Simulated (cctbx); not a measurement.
**NbAg2Cl5O with cctbx, script by script**

Library: cctbx 2025.11.

## 1. Energy scan

run.py:

```python
from cctbx import adptbx, crystal, miller, xray
from cctbx.array_family import flex
from cctbx.eltbx import sasaki

cs = crystal.symmetry(unit_cell=(6.502, 11.195, 5.974, 90, 92.27, 90), space_group_symbol='Hall: C -2y')  # Cm
atoms = [  # label, site, U (iso, or U11 U22 U33 U12 U13 U23 in A^2), occupancy
    ("Ag1", (0.5111, 0.8362, 0.5009), (0.0031, 0.0048, 0.0063, -0.0006, 0.0004, -0.0014), 1),
    ("Nb1", (0.0191, 0, 0.0252), (0.0051, 0.0047, 0.0070, 0.0000, -0.0039, 0.0000), 1),
    ("Cl1", (0.8326, 0.8421, 0.2415), (0.0091, 0.0083, 0.0077, 0.0006, -0.0004, 0.0002), 1),
    ("Cl2", (0.1592, 0.8452, 0.7419), (0.0079, 0.0084, 0.0093, 0.0021, -0.0020, 0.0025), 1),
    ("Cl3", (0.6714, 0, 0.7472), (0.0066, 0.0114, 0.0054, 0.0000, 0.0014, 0.0000), 1),
    ("O1", (0.3111, 0, 0.2412), (0.0095, 0.0092, 0.0091, 0.0000, 0.0007, 0.0000), 1),
]
xs = xray.structure(crystal_symmetry=cs)
for label, site, u, occ in atoms:
    u = adptbx.u_cif_as_u_star(cs.unit_cell(), u) if isinstance(u, tuple) else u
    xs.add_scatterer(xray.scatterer(label, site=site, u=u, occupancy=occ))
hkl = [(1, 3, 0), (0, 4, 0), (1, 1, 0), (0, 0, 2)]
ms = miller.set(cs, flex.miller_index(hkl + [tuple(-v for v in h) for h in hkl]), anomalous_flag=True)
print("E (eV)    f'(Ag)   f''   " + "".join("%16s" % ("|F|" + " ".join(map(str, h))) for h in hkl))
for e in [24914, 25264, 25394, 25454, 25484, 25499, 25506, 25510, 25518, 25522, 25529, 25544, 25574, 25664, 25914]:
    xs.set_inelastic_form_factors(12398.42 / e, "sasaki")
    t = sasaki.table("Ag").at_ev(e)
    f = flex.abs(ms.structure_factors_from_scatterers(xs, algorithm="direct").f_calc().data())
    n = len(hkl)
    print("%7.0f %7.2f %6.2f  " % (e, t.fp(), t.fdp()) + "".join("%9.1f/%6.1f" % (f[k], f[k + n]) for k in range(n)))
```

```console
$ python run.py
```

```text
E (eV)    f'(Ag)   f''           |F|1 3 0        |F|0 4 0        |F|1 1 0        |F|0 0 2
  24914   -3.28   0.58      144.8/ 145.2     48.8/  48.8      8.8/  15.4     78.1/  75.4
  25264   -4.07   0.56      141.8/ 142.2     47.0/  47.0      9.9/  15.9     75.5/  72.6
  25394   -4.75   0.56      139.1/ 139.5     45.4/  45.4     10.9/  16.6     73.2/  70.2
  25454   -5.40   0.56      136.5/ 136.9     44.0/  44.0     11.9/  17.2     71.1/  67.9
  25484   -6.04   0.56      134.0/ 134.4     42.6/  42.6     12.9/  18.0     69.0/  65.6
  25499   -6.67   0.55      131.5/ 131.9     41.2/  41.2     14.0/  18.8     67.0/  63.4
  25506   -7.20   0.55      129.4/ 129.9     40.0/  40.0     14.9/  19.5     65.4/  61.6
  25510   -7.77   0.55      127.2/ 127.6     38.7/  38.7     16.0/  20.3     63.6/  59.6
  25518   -9.03   3.62      123.3/ 124.0     36.0/  36.0     21.7/  18.7     68.6/  50.1
  25522   -7.61   3.62      128.9/ 129.5     39.2/  39.2     19.5/  16.2     72.3/  55.4
  25529   -6.89   3.61      131.7/ 132.3     40.8/  40.8     18.5/  14.9     74.3/  58.1
  25544   -6.13   3.61      134.7/ 135.3     42.4/  42.4     17.5/  13.6     76.4/  61.0
  25574   -5.42   3.60      137.5/ 138.1     44.0/  44.0     16.6/  12.5     78.5/  63.7
  25664   -4.49   3.58      141.1/ 141.8     46.0/  46.0     15.6/  11.1     81.2/  67.3
  25914   -3.49   3.51      145.1/ 145.7     48.2/  48.2     14.7/   9.9     84.2/  71.3
```

Run time: 0.24 s on 1 thread of Arm Neoverse V2, with other jobs on the host, peak memory 0.07 GiB.

[Logs are printed without paths, hosts, clocks, repeated set-up lines and the standing remarks that a program may print on its own settings, such as how far it seeks lower states.]
